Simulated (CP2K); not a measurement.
Two runs for the N K edge of nitryl fluoride. Run A: CP2K XAS_TDP, all-electron GAPW, PBEh(45%), aug-cc-pVTZ, TDA, no relativity. Run B differs in one setting.

First lines with a strength over 0.0015. A:

```tsv
atom	energy (eV)	states	strength, one atom
N2 (bonded to F and 2 O)	400.08	1	0.0764
	401.54	1	0.0696
	408.29	1	0.0119
	410.32	1	0.0101
	410.34	1	0.0029
```

B:

```tsv
atom	energy (eV)	states	strength, one atom
N2 (bonded to F and 2 O)	393.97	1	0.0653
	395.36	1	0.0554
	400.14	1	0.0076
	402.82	1	0.0111
	403.35	1	0.0022
```

Q: Which was it: the basis, scalar relativity switched on, the functional, GW2X switched on?

The functional (functional from PBEh(45%) to PBE0; the lines alone don't name the new value). A functional moves all lines by electronvolts and changes their spacings and strengths. Against PBEh(45%) in aug-cc-pVTZ, the leading line moves by -6.11 eV, to 393.97 eV; the strength of N2's goes from 0.0764 to 0.0653. The next line of N2 over the strength cut lies 1.39 eV higher, against 1.46.

[Banner, clock and machine lines of the logs are left out without a mark of their own.]

[Logs are printed without paths, hosts, clocks, repeated set-up lines and the standing remarks that a program may print on its own settings, such as how far it seeks lower states.]

[Hosts, paths, dates, database ids (printed as entryN), source tags and the programs' standing remarks are cut or masked in the printed files.]
